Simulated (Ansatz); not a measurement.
# TaGe2N4 monolayer in a perpendicular field, part 4 of 4

Wanted: the out-of-plane response of the TaGe2N4 monolayer. A positive field points along +c.

Ansatz 0.2.0; plane-wave DFT, PBEsol-D3(BJ), Ansatz PAW.

So far. Step 11 (Field on, atoms free, field -0.1 V/Å): The dipole is -0.0391 e·Å. Step 12 (Response, atoms relaxed): The induced dipole is that of a conductor 8.89 Å thick.

### Step 13. The same run with other settings

This step: plane-wave DFT, PBEsol-D3(BJ), Ansatz PAW, but for the change named below (Ansatz 0.2.0).

A run with a changed input: it repeats the earlier run at 0.1 V/Å with magnetization from spin_polarized: true removed, scf.mixing.algorithm to msr1 and scf.mixing.beta to 0.1.

input.yaml

```yaml
crystal:
  lattice:
    - [3.0300466788, 0.0, 0.0]
    - [-1.5150233394, 2.6240973985, 0.0]
    - [0.0, 0.0, 25.3765482537]
  atoms:
    - { symbol: "N", position: [0.0, 0.0, 0.3546581635] }
    - { symbol: Ge, position: [0.3333333333, 0.6666666667, 0.3787319232] }
    - { symbol: "N", position: [0.3333333333, 0.6666666667, 0.4521944161] }
    - { symbol: Ta, position: [0.0, 0.0, 0.5] }
    - { symbol: "N", position: [0.3333333333, 0.6666666667, 0.5478055839] }
    - { symbol: Ge, position: [0.3333333333, 0.6666666667, 0.6212680768] }
    - { symbol: "N", position: [0.0, 0.0, 0.6453418365] }
kpoints:
  mp_grid: { grid: [18, 18, 1] }
  band_path:
    path: [[0, 0, 0], [0.5, 0, 0], [0.33333333, 0.33333333, 0], [0, 0, 0]]
    npoints: 16
hamiltonian:
  xc: pbesol
  dispersion: d3bj
scf:
  occupations: { method: fermi_dirac, width: 0.05 }
  convergence: { dr2_threshold: 1.0e-10 }
  mixing: { algorithm: msr1, beta: 0.1 }
efield:
  axis: 3
  dipole_correction: true
  ramp_position: 0.97
  ramp_width: 0.06
  amplitude: 0.1
output:
  write_potential: true
  write_density: true
  volumetric_format: npy
```

Started as:

```console
$ ansatz run input.yaml --threads 4 --pin off --max-ram 6144MiB --backend cpu --events-out ev --progress --plain --runs-dir out
```

Numbers of over 12 decimals in the logs are rounded to 6 here.

The log of the run:

```text
[...]
Crystal: 7 atoms, lattice volume = 201.772 Å³
Basis set: ecut = 420 eV, 3877 PW (Γ)
Bands: 38, of which v1, the nominal top of the filled ones, is band 31 counted from 1 (30 counted from 0)
Symmetry: 6 space group operations
k-points: 37 of 324 (time reversal used)
[...]
SCF iter   1: F=—  HF=-19838.854604 eV  |F-HF|=—  |Δ(HF+E_count)|=         —  Δρ=1.02e-1  dr2=2.41e1  ethr=3.10e-3  p=0.042 e·Å  D=3.76e-2 V/Å  ΔV_dip=-0.96 eV  dr2_dipole=5.67e-4  V_vac-E_F(+/−)=8.31/7.00 eV  ⟨swp⟩=9.4  Hψ=6851  notcnv=0
[...]
SCF iter  15: F=-19832.005921 eV  HF=-19832.005921 eV  |F-HF|=8.73e-11  |Δ(HF+E_count)|=  5.17e-10  Δρ=1.50e-7  dr2=4.13e-11  ethr=1.00e-12  p=0.036 e·Å  D=3.27e-2 V/Å  ΔV_dip=-0.83 eV  dr2_dipole=5.93e-16  V_vac-E_F(+/−)=6.40/4.97 eV  ⟨swp⟩=13.7  Hψ=5659  notcnv=0
SCF 1 converged in 15 iterations: F = -19832.005921 eV  dr2 = 4.13e-11
[...]
SCF converged after 15 iterations
Free energy (F): -19832.005921 eV
[...]
Internal energy: -19831.983485 eV  (E = F + TS)
E sigma→0 (E₀):  -19831.994703 eV
Entropy (-TS):   -0.022436 eV (-3.205 meV/atom)
Fermi energy:    1.529768 eV
Dipole field:    D = 0.032730 V/Å  (p = 0.036496 e·Å, saw-weighted, corrected)
Work function:   not extracted (applied field tilts the vacuum); planar V_es + V_field profile in the machine report
[...]
--- Band table (eV; the first three rows and the last of 37) ---
  k-point 0: bands = [... 27 lower, -0.6277, -0.6277, -0.1955, 2.1015, 3.5900, 4.2544, 5.6637, 5.6637, ... 3 higher]
  k-point 1: bands = [... 27 lower, -0.7481, -0.6835, -0.0930, 2.2503, 3.7574, 4.1202, 5.6680, 5.7470, ... 3 higher]
  k-point 2: bands = [... 27 lower, -0.9270, -0.8391, -0.0234, 2.4126, 3.9444, 4.1343, 5.6834, 5.9761, ... 3 higher]
  k-point 36: bands = [... 27 lower, -2.0629, -0.6644, -0.0088, 2.0747, 4.4041, 5.8509, 6.1629, 6.7118, ... 3 higher]
```

Wall time 10 s (4 threads of Intel Xeon Platinum 8488C (Sapphire Rapids), shared host); peak memory 0.73 GiB; 39 s of CPU time.

| quantity | this run | earlier run | difference |
| --- | --- | --- | --- |
| dipole along the normal (e·Å) | 0.03650 | 0.03649 | 4.1e-6 |
| total moment (μB) | 0 | -0.3124 | 0.31 |

What moves beyond 0.01 in its unit (for the dipole 0.5 % and 5e-5 e·Å): total moment (+0.312 μB).

The change shows in the results, which are not taken further.

### Step 14. A changed input

This step: plane-wave DFT, PBEsol-D3(BJ), Ansatz PAW (Ansatz 0.2.0).

An input spoilt on purpose, to show how the run answers: it repeats the earlier run at 0.1 V/Å with scf.occupations from method: fermi_dirac, width: 0.05 to method: gaussian, width: 1.0, and scf.max_iter set to 60.

input.yaml, the sections that differ from step 13:

```yaml
crystal:
  lattice:
    - [3.0300466788, 0.0, 0.0]
    - [-1.5150233394, 2.6240973985, 0.0]
    - [0.0, 0.0, 25.3765482537]
  atoms:
    - { symbol: "N", position: [0.0, 0.0, 0.3546581635] }
    - { symbol: Ge, position: [0.3333333333, 0.6666666667, 0.3787319232] }
    - { symbol: "N", position: [0.3333333333, 0.6666666667, 0.4521944161] }
    - { symbol: Ta, position: [0.0, 0.0, 0.5], spin: -0.11 }
    - { symbol: "N", position: [0.3333333333, 0.6666666667, 0.5478055839] }
    - { symbol: Ge, position: [0.3333333333, 0.6666666667, 0.6212680768] }
    - { symbol: "N", position: [0.0, 0.0, 0.6453418365] }
magnetization:
  spin_polarized: true
scf:
  occupations: { method: gaussian, width: 1.0 }
  convergence: { dr2_threshold: 1.0e-10 }
  max_iter: 60
# kpoints, hamiltonian, efield, output: as in step 13
```

The log of the run:

```text
band count auto-derived: 43 (N_el = 61.0; filled up to band 31; 38 by the electrons, moments and atoms)
[...]
Crystal: 7 atoms, lattice volume = 201.772 Å³
Basis set: ecut = 420 eV, 3877 PW (Γ)
Bands: 43, of which v1, the nominal top of the filled ones, is band 31 counted from 1 (30 counted from 0)
Symmetry: 6 space group operations
k-points: 37 of 324 (time reversal used)
[...]
Starting moments: Σ|m| = 0.11 μB on 1 of 7 sites
[...]
SCF iter   1: F=—  HF=-19839.301206 eV  |F-HF|=—  |Δ(HF+E_count)|=         —  Δρ=5.02e-2 (↑5.00e-2 ↓5.02e-2)  dr2=2.34e1  dr2_m=1.45e-3  M=-0.014 μB ∫|m|=0.019 μB  β_m=0.34  ethr=3.10e-3  p=0.042 e·Å  D=3.76e-2 V/Å  ΔV_dip=-0.96 eV  dr2_dipole=5.65e-4  V_vac-E_F(+/−)=8.44/7.13 eV  ⟨swp⟩=7.0  Hψ=14482  notcnv=0
[...]
SCF iter  14: F=-19832.369950 eV  HF=-19832.369950 eV  |F-HF|=3.27e-11  |Δ(HF+E_count)|=   2.49e-9  Δρ=5.56e-8 (↑5.56e-8 ↓4.39e-8)  dr2=1.04e-11  dr2_m=2.18e-12  M=-0.000 μB ∫|m|=0.000 μB  ethr=1.00e-12  p=0.037 e·Å  D=3.30e-2 V/Å  ΔV_dip=-0.84 eV  dr2_dipole=1.21e-14  V_vac-E_F(+/−)=6.29/4.86 eV  ⟨swp⟩=12.4  Hψ=14638  notcnv=0
SCF 1 converged in 14 iterations: F = -19832.369950 eV  dr2 = 1.04e-11
[...]
SCF converged after 14 iterations
Magnetization: -0.0000 μB (30.5000 up, 30.5000 down)
Absolute magnetization: 0.0000 μB (∫|ρ↑−ρ↓|, with the PAW one-centre terms)
[...]
Per-site moments (μB) at R_I (Å): [(-4.092062657618359e-8, 0.764362), (-1.582052883616312e-8, 0.764362), (2.9852077426501295e-7, 0.768993), (-1.1306672206222216e-6, 0.878161), (2.915291442575879e-7, 0.768993), (-1.2996971371213315e-8, 0.764362), (-4.859636438230854e-8, 0.764362)]
Free energy (F): -19832.369950 eV
[...]
Internal energy: -19831.839280 eV  (E = F + TS)
E sigma→0 (E₀):  -19832.104615 eV
Entropy (-TS):   -0.530670 eV (-75.810 meV/atom)
Fermi energy:    1.635466 eV
Dipole field:    D = 0.032998 V/Å  (p = 0.036795 e·Å, saw-weighted, corrected)
Work function:   not extracted (applied field tilts the vacuum); planar V_es + V_field profile in the machine report
[...]
--- Band table (eV; the first three rows and the last of 74) ---
  k-point 0 ↑: bands = [... 27 lower, -0.6222, -0.6222, -0.1889, 2.1073, 3.5986, 4.2603, 5.6696, 5.6696, ... 8 higher]
  k-point 1 ↑: bands = [... 27 lower, -0.7428, -0.6780, -0.0864, 2.2555, 3.7662, 4.1263, 5.6738, 5.7512, ... 8 higher]
  k-point 2 ↑: bands = [... 27 lower, -0.9222, -0.8337, -0.0169, 2.4161, 3.9525, 4.1421, 5.6890, 5.9792, ... 8 higher]
  k-point 36 ↓: bands = [... 27 lower, -2.0592, -0.6610, -0.0047, 2.0752, 4.4048, 5.8562, 6.1705, 6.7177, ... 8 higher]
```

Elapsed: 23 s, on 4 threads; peak memory 1.1 GiB; 89 s of CPU time.

| quantity | this run | earlier run | difference |
| --- | --- | --- | --- |
| dipole along the normal (e·Å) | 0.03680 | 0.03649 | 3.0e-4 |
| total moment (μB) | -2.80e-6 | -0.3124 | 0.31 |

What moves beyond 0.01 in its unit (for the dipole 0.5 % and 5e-5 e·Å): total moment (+0.312 μB) and dipole along the normal (+0.000303 e·Å).

The fault (a smearing of electronvolts) shows in the results, which are not taken further.

### Step 15. Summary of results

```yaml
gap_without_field: none
work_function_upper_face: 5.65 eV
equivalent_conductor_thickness_atoms_held: 8.30 Å
equivalent_conductor_thickness_atoms_relaxed: 8.89 Å
```

**Reading.** The induced dipole equals that of a perfect conductor 8.30 Å thick, while the outer atoms lie 7.38 Å apart. Letting the atoms follow the field adds 0.59 Å to the equivalent conductor thickness: the ionic part of the response. There is no gap over 0.03 eV, with or without the field. For an open d or f shell that can be the fault of a semilocal functional without a Hubbard term. The magnetic order is the one reached from the typed start; other orders were not compared. Spin-orbit coupling is left out, which matters for the bands of elements this heavy. The outer anions sit over the metal atoms, one of several polytypes of such layers and not the lowest for every compound. With this functional, D3(BJ) tends to leave the relaxed cell short of measured lattice constants, by some per cent.

[Logs are printed without paths, hosts, clocks, repeated set-up lines and the standing remarks that a program may print on its own settings, such as how far it seeks lower states.]

[Hosts, paths, dates, database ids (printed as entryN), source tags and the programs' standing remarks are cut or masked in the printed files.]

[Maps of the electrostatic potential energy from Ansatz leave out the sawtooth potential of an applied field or a dipole correction, so their vacuum need not be flat; planar profiles and work functions include it.]
